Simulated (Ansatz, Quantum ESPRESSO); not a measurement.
# Lattice dynamics of SrOs (Pm-3m) in two programs, part 2 of 4

Aim: the phonon dispersion of SrOs (Pm-3m), checked by a second program.

Quantum ESPRESSO 7.5; DFT LDA, scalar-relativistic, plane waves, JTH PAW pseudopotentials.

So far. Step 2 (A first look): No gap opens on this mesh, so smearing is kept; the start stands at -15 GPa. Step 4 (Ground state): The cell stands at -0.051 GPa, close enough for phonons. The relaxed cell has a = 3.481 Å (conventional setting).

The structure was built from a prototype and need not be the compound's stable phase.

## 5. Phonons on a q mesh

Linear response treats each wavevector in the unit cell, with no supercell; the 2×2×2 mesh fixes the range of the force constants to be had.

ph.in

```
phonons
&INPUTPH
  prefix       = 'x'
  outdir       = './tmp'
  fildyn       = 'x.dyn'
  tr2_ph       = 1.0d-18
  alpha_mix(1) = 0.4
  nmix_ph      = 8
  ldisp        = .true.
  nq1          = 2
  nq2          = 2
  nq3          = 2
/
```

Started as:

```sh
$ OMP_NUM_THREADS=1 mpirun -n 4 ph.x -nk 4 -in ph.in > ph.out
```

Output:

```text
[banners, grids, parts of the stress and lines that vanish by symmetry left out]
[banner, memory and clock lines left out]
Program PHONON v.7.5

     ./tmp/x.save/

     file Os.upf: wavefunction(s)  6S 0S 0P 0P 5D 0D renormalized
     file Sr.upf: wavefunction(s)  5S 0P 4D 0D renormalized

     IMPORTANT: XC functional enforced from input :
     Exchange-correlation= PW
                           (   1   4   0   0   0   0   0)
     Any further DFT definition will be discarded
     Please, verify this is what you really want

     G-vector sticks info

     Check: negative core charge=   -0.000008
     Reading collected, re-writing distributed wavefunctions in ./tmp/

     Dynamical matrices for ( 2, 2, 2)  uniform grid of q-points
     (   4 q-points):
       N         xq(1)         xq(2)         xq(3)
       1   0.000000000   0.000000000   0.000000000
       2   0.000000000   0.000000000  -0.500000000
       3   0.000000000  -0.500000000  -0.500000000
       4  -0.500000000  -0.500000000  -0.500000000

     Number and degeneracy of irreps per q-point
       N         xq(1)         xq(2)         xq(3)   N irreps
       1   0.000000000   0.000000000   0.000000000       2
        3   3
       2   0.000000000   0.000000000  -0.500000000       4
        1   2   1   2
       3   0.000000000  -0.500000000  -0.500000000       4
        1   1   2   2
       4  -0.500000000  -0.500000000  -0.500000000       2
        3   3

     Calculation of q =    0.0000000   0.0000000   0.0000000

     phonons

     bravais-lattice index     =            1
     lattice parameter (alat)  =       6.5785  a.u.
     unit-cell volume          =     284.6939 (a.u.)^3
     number of atoms/cell      =            2
     number of atomic types    =            2
     kinetic-energy cut-off    =      40.0000  Ry
     charge density cut-off    =     200.0000  Ry
     convergence threshold     =      1.0E-18
     beta                      =       0.4000
     number of iterations used =            8
     Exchange-correlation= PW
                           (   1   4   0   0   0   0   0)

     celldm(1)=    6.57849  celldm(2)=    0.00000  celldm(3)=    0.00000
     celldm(4)=    0.00000  celldm(5)=    0.00000  celldm(6)=    0.00000

     crystal axes: (cart. coord. in units of alat)
               a(1) = (  1.0000  0.0000  0.0000 )
               a(2) = (  0.0000  1.0000  0.0000 )
               a(3) = (  0.0000  0.0000  1.0000 )

     reciprocal axes: (cart. coord. in units 2 pi/alat)
               b(1) = (  1.0000  0.0000  0.0000 )
               b(2) = (  0.0000  1.0000  0.0000 )
               b(3) = (  0.0000  0.0000  1.0000 )

     Atoms inside the unit cell:

     Cartesian axes

     site n.  atom      mass           positions (alat units)
        1  Os    190.2300   tau(    1) = (    0.00000    0.00000    0.00000  )
        2  Sr     87.6200   tau(    2) = (    0.50000    0.50000    0.50000  )

     Computing dynamical matrix for
                    q = (   0.0000000   0.0000000   0.0000000 )

     49 Sym.Ops. (with q -> -q+G )

     G cutoff =  219.2413  (  13613 G-vectors)     FFT grid: ( 30, 30, 30)
     G cutoff =  175.3930  (   9771 G-vectors)  smooth grid: ( 27, 27, 27)

     number of k points=    35  Marzari-Vanderbilt smearing, width (Ry)=  0.0200

     PseudoPot. # 1 for Os read from file:
     ./pseudo/Os.upf
     Pseudo is Projector augmented-wave + core cor, Zval =  8.0
     Shape of augmentation charge: SINC**2
     Using radial grid of 1124 points,  6 beta functions with:
                l(1) =   0
                l(2) =   0
                l(3) =   1
                l(4) =   1
                l(5) =   2
                l(6) =   2
     Q(r) pseudized with 0 coefficients

     PseudoPot. # 2 for Sr read from file:
     ./pseudo/Sr.upf
     Pseudo is Projector augmented-wave + core cor, Zval = 10.0
     Shape of augmentation charge: SINC**2
     Using radial grid of 1068 points,  6 beta functions with:
                l(1) =   0
                l(2) =   0
                l(3) =   1
                l(4) =   1
                l(5) =   2
                l(6) =   2
     Q(r) pseudized with 0 coefficients

     Mode symmetry, O_h (m-3m)  point group:

     Atomic displacements:
     There are    2 irreducible representations

     Representation     1      3 modes -  To be done

     Representation     2      3 modes -  To be done

     Alpha used in Ewald sum =   2.0000

     Representation #   1 modes #   1   2   3

     Self-consistent Calculation
      iter #   1   av.it.:   6.8
      thresh= 1.000E-02 alpha_mix =  0.400 |ddv_scf|^2 =  2.327E-06
      iter #   2   av.it.:  11.6
      thresh= 1.525E-04 alpha_mix =  0.400 |ddv_scf|^2 =  5.373E-08
      iter #   3   av.it.:  11.5
      thresh= 2.318E-05 alpha_mix =  0.400 |ddv_scf|^2 =  3.864E-09
      iter #   4   av.it.:  12.0
      thresh= 6.216E-06 alpha_mix =  0.400 |ddv_scf|^2 =  1.497E-10
      iter #   5   av.it.:  12.1
      thresh= 1.223E-06 alpha_mix =  0.400 |ddv_scf|^2 =  2.600E-12
      iter #   6   av.it.:  11.0
      thresh= 1.613E-07 alpha_mix =  0.400 |ddv_scf|^2 =  3.691E-13
      iter #   7   av.it.:  11.3
      thresh= 6.075E-08 alpha_mix =  0.400 |ddv_scf|^2 =  2.199E-15
      iter #   8   av.it.:  12.1
      thresh= 4.690E-09 alpha_mix =  0.400 |ddv_scf|^2 =  2.356E-18
      iter #   9   av.it.:  12.2
      thresh= 1.535E-10 alpha_mix =  0.400 |ddv_scf|^2 =  3.029E-19

     End of self-consistent calculation

     Convergence has been achieved

     Representation #   2 modes #   4   5   6

     Self-consistent Calculation
      iter #   1   av.it.:   6.0
      thresh= 1.000E-02 alpha_mix =  0.400 |ddv_scf|^2 =  9.309E-07
      iter #   2   av.it.:  11.3
      thresh= 9.648E-05 alpha_mix =  0.400 |ddv_scf|^2 =  1.519E-08
      iter #   3   av.it.:  11.6
      thresh= 1.233E-05 alpha_mix =  0.400 |ddv_scf|^2 =  9.259E-10
      iter #   4   av.it.:  11.7
      thresh= 3.043E-06 alpha_mix =  0.400 |ddv_scf|^2 =  2.814E-11
      iter #   5   av.it.:  12.0
      thresh= 5.305E-07 alpha_mix =  0.400 |ddv_scf|^2 =  4.314E-13
[...]
End of self-consistent calculation

     Convergence has been achieved

     Number of q in the star =    1
     List of q in the star:
          1   0.000000000   0.000000000   0.000000000

     Diagonalizing the dynamical matrix

     q = (    0.000000000   0.000000000   0.000000000 )

 **************************************************************************
     freq (    1) =       0.044000 [THz] =       1.467674 [cm-1]
     freq (    2) =       0.044000 [THz] =       1.467674 [cm-1]
     freq (    3) =       0.044000 [THz] =       1.467674 [cm-1]
     freq (    4) =       4.975271 [THz] =     165.957178 [cm-1]
     freq (    5) =       4.975271 [THz] =     165.957178 [cm-1]
     freq (    6) =       4.975271 [THz] =     165.957178 [cm-1]
 **************************************************************************

     Mode symmetry, O_h (m-3m)  point group:

     freq (   1-   3) =          1.5  [cm-1]   --> T_1u G_15  G_4- I
     freq (   4-   6) =        166.0  [cm-1]   --> T_1u G_15  G_4- I

     Calculation of q =    0.0000000   0.0000000  -0.5000000
     [... set-up and bands at k+q left out ...]

     Mode symmetry, D_4h(4/mmm) point group:

     Atomic displacements:
     There are    4 irreducible representations

     Representation     1      1 modes -  To be done

     Representation     2      2 modes -  To be done

     Representation     3      1 modes -  To be done

     Representation     4      2 modes -  To be done

     Message from routine init_vloc:
     Interpolation table for Vloc re-allocated

     Alpha used in Ewald sum =   2.0000

     Representation #   1 mode #   1

     Self-consistent Calculation

[...]
End of self-consistent calculation

     Convergence has been achieved

     Representation #   2 modes #   2   3

     Self-consistent Calculation

[...]
End of self-consistent calculation

     Convergence has been achieved

     Representation #   3 mode #   4

     Self-consistent Calculation

[...]
End of self-consistent calculation

     Convergence has been achieved

     Representation #   4 modes #   5   6

     Self-consistent Calculation

[...]
End of self-consistent calculation

     Convergence has been achieved

     Number of q in the star =    3
     List of q in the star:
          1   0.000000000   0.000000000  -0.500000000
          2   0.000000000  -0.500000000   0.000000000
          3  -0.500000000   0.000000000   0.000000000

     Diagonalizing the dynamical matrix

     q = (    0.000000000   0.000000000  -0.500000000 )

 **************************************************************************
     freq (    1) =      -1.105989 [THz] =     -36.891821 [cm-1]
     freq (    2) =       1.892724 [THz] =      63.134463 [cm-1]
     freq (    3) =       1.892724 [THz] =      63.134463 [cm-1]
     freq (    4) =       3.626215 [THz] =     120.957501 [cm-1]
     freq (    5) =       3.626215 [THz] =     120.957501 [cm-1]
     freq (    6) =       5.401613 [THz] =     180.178425 [cm-1]
 **************************************************************************

     Mode symmetry, D_4h(4/mmm) point group:

     freq (   1-   1) =        -36.9  [cm-1]   --> A_2u X_4' M_4'
     freq (   2-   3) =         63.1  [cm-1]   --> E_u  X_5' M_5'
     freq (   4-   5) =        121.0  [cm-1]   --> E_g  X_5  M_5
     freq (   6-   6) =        180.2  [cm-1]   --> A_1g X_1  M_1

     Calculation of q =    0.0000000  -0.5000000  -0.5000000
     [... set-up and bands at k+q left out ...]

     Mode symmetry, D_4h(4/mmm) point group:

     Atomic displacements:
     There are    4 irreducible representations

     Representation     1      1 modes -  To be done

     Representation     2      1 modes -  To be done

     Representation     3      2 modes -  To be done

     Representation     4      2 modes -  To be done

     Alpha used in Ewald sum =   2.0000

     Representation #   1 mode #   1

     Self-consistent Calculation

[...]
End of self-consistent calculation

     Convergence has been achieved

     Representation #   2 mode #   2

     Self-consistent Calculation

[...]
End of self-consistent calculation

     Convergence has been achieved

     Representation #   3 modes #   3   4

     Self-consistent Calculation

[...]
End of self-consistent calculation

     Convergence has been achieved

     Representation #   4 modes #   5   6

     Self-consistent Calculation

[...]
End of self-consistent calculation

     Convergence has been achieved

     Number of q in the star =    3
     List of q in the star:
          1   0.000000000  -0.500000000  -0.500000000
          2  -0.500000000  -0.500000000   0.000000000
          3  -0.500000000   0.000000000  -0.500000000

     Diagonalizing the dynamical matrix

     q = (    0.000000000  -0.500000000  -0.500000000 )

 **************************************************************************
     freq (    1) =      -2.316861 [THz] =     -77.282159 [cm-1]
     freq (    2) =      -2.316861 [THz] =     -77.282159 [cm-1]
     freq (    3) =       2.780887 [THz] =      92.760410 [cm-1]
     freq (    4) =       3.415075 [THz] =     113.914627 [cm-1]
     freq (    5) =       5.591993 [THz] =     186.528798 [cm-1]
     freq (    6) =       5.591993 [THz] =     186.528798 [cm-1]
 **************************************************************************

     Mode symmetry, D_4h(4/mmm) point group:

     freq (   1-   2) =        -77.3  [cm-1]   --> E_u  X_5' M_5'
     freq (   3-   3) =         92.8  [cm-1]   --> A_2u X_4' M_4'
     freq (   4-   4) =        113.9  [cm-1]   --> B_1u X_2' M_2'
     freq (   5-   6) =        186.5  [cm-1]   --> E_u  X_5' M_5'

     Calculation of q =   -0.5000000  -0.5000000  -0.5000000
     [... set-up and bands at k+q left out ...]

     Mode symmetry, O_h (m-3m)  point group:

     Atomic displacements:
     There are    2 irreducible representations

     Representation     1      3 modes -  To be done

     Representation     2      3 modes -  To be done

     Alpha used in Ewald sum =   2.0000

     Representation #   1 modes #   1   2   3

     Self-consistent Calculation

[...]
End of self-consistent calculation

     Convergence has been achieved

     Representation #   2 modes #   4   5   6

     Self-consistent Calculation

[...]
iter #   3   av.it.:  11.0
      thresh= 2.600E-05 alpha_mix =  0.400 |ddv_scf|^2 =  5.771E-10

      iter #   4   av.it.:  11.5
      thresh= 2.402E-06 alpha_mix =  0.400 |ddv_scf|^2 =  5.522E-12

      iter #   5   av.it.:   9.8
      thresh= 2.350E-07 alpha_mix =  0.400 |ddv_scf|^2 =  1.312E-12

      iter #   6   av.it.:  10.8
      thresh= 1.146E-07 alpha_mix =  0.400 |ddv_scf|^2 =  4.388E-15

      iter #   7   av.it.:  11.8
      thresh= 6.624E-09 alpha_mix =  0.400 |ddv_scf|^2 =  3.095E-17

      iter #   8   av.it.:  11.5
      thresh= 5.563E-10 alpha_mix =  0.400 |ddv_scf|^2 =  5.566E-18

      iter #   9   av.it.:  11.4
      thresh= 2.359E-10 alpha_mix =  0.400 |ddv_scf|^2 =  1.617E-20

     End of self-consistent calculation

     Convergence has been achieved

     Number of q in the star =    1
     List of q in the star:
          1  -0.500000000  -0.500000000  -0.500000000

     Diagonalizing the dynamical matrix

     q = (   -0.500000000  -0.500000000  -0.500000000 )

 **************************************************************************
     freq (    1) =      -1.899940 [THz] =     -63.375169 [cm-1]
     freq (    2) =      -1.899940 [THz] =     -63.375169 [cm-1]
     freq (    3) =      -1.899940 [THz] =     -63.375169 [cm-1]
     freq (    4) =       4.841931 [THz] =     161.509418 [cm-1]
     freq (    5) =       4.841931 [THz] =     161.509418 [cm-1]
     freq (    6) =       4.841931 [THz] =     161.509418 [cm-1]
 **************************************************************************

     Mode symmetry, O_h (m-3m)  point group:

     freq (   1-   3) =        -63.4  [cm-1]   --> T_1u G_15  G_4-
     freq (   4-   6) =        161.5  [cm-1]   --> T_2g G_25' G_5+


[key lines of the parts left out:]
the Fermi energy is    11.7473 ev
```

Wall time 4.2 min (4 MPI ranks of AMD EPYC 7R13 (Zen 3), shared host); 17 min of CPU time.

Read from the output:

| Quantity | Value |
| --- | --- |
| largest acoustic frequency at the zone centre before the sum rule | 1.47 cm⁻¹ |
| highest optical zone-centre mode (no LO-TO term) | 166.0 cm⁻¹ |
| lowest optical zone-centre mode | 166.0 cm⁻¹ |
| lowest mode on the q mesh (acoustic ones at the zone centre apart) | -77.28 cm⁻¹ |

Frequencies (cm⁻¹) at each irreducible wavevector; negative means imaginary. Frequencies by wavevector:

```
 q (fractions)  star  mode 1  mode 2  mode 3  mode 4  mode 5  mode 6
         0 0 0     1    1.47    1.47    1.47     166     166     166
      0 0 -0.5     3  -36.89   63.13   63.13     121     121   180.2
   0 -0.5 -0.5     3  -77.28  -77.28   92.76   113.9   186.5   186.5
-0.5 -0.5 -0.5     1  -63.38  -63.38  -63.38   161.5   161.5   161.5
```

The acoustic modes at Γ come out as far as 1.5 cm⁻¹ from zero, where they should vanish, a small numerical error.

## 6. Force constants in real space

The dynamical matrices of the mesh are Fourier-transformed to force constants in real space.

q2r.in

```
&INPUT
  fildyn = 'x.dyn'
  zasr   = 'simple'
  flfrc  = 'x.fc'
/
```

Started as:

```sh
$ q2r.x < q2r.in > q2r.out
```

Output:

```text
[banners, grids, parts of the stress and lines that vanish by symmetry left out]
[banner, memory and clock lines left out]
Program Q2R v.7.5

  reading grid info from file x.dyn0

  reading force constants from file x.dyn1
  Dielectric Tensor not found
  nqs=            1
 q=   0.00000000  0.00000000  0.00000000
  reading force constants from file x.dyn2
  nqs=            3
 q=   0.00000000  0.00000000 -0.50000000
[...]
reading force constants from file x.dyn3
  nqs=            3
[...]
q=  -0.50000000  0.00000000 -0.50000000
  reading force constants from file x.dyn4
  nqs=            1
 q=  -0.50000000 -0.50000000 -0.50000000

      q-space grid ok, #points =    8

      fft-check success (sum of imaginary terms < 10^-12)
```

It took 0.7 s on 1 thread.

(Continued in part 3 of 4.)

[Host names and launcher messages were left out of these logs when they were recorded.]

[Logs are printed without paths, hosts, clocks, repeated set-up lines and the standing remarks that a program may print on its own settings, such as how far it seeks lower states.]

[Hosts, paths, dates, database ids (printed as entryN), source tags and the programs' standing remarks are cut or masked in the printed files.]
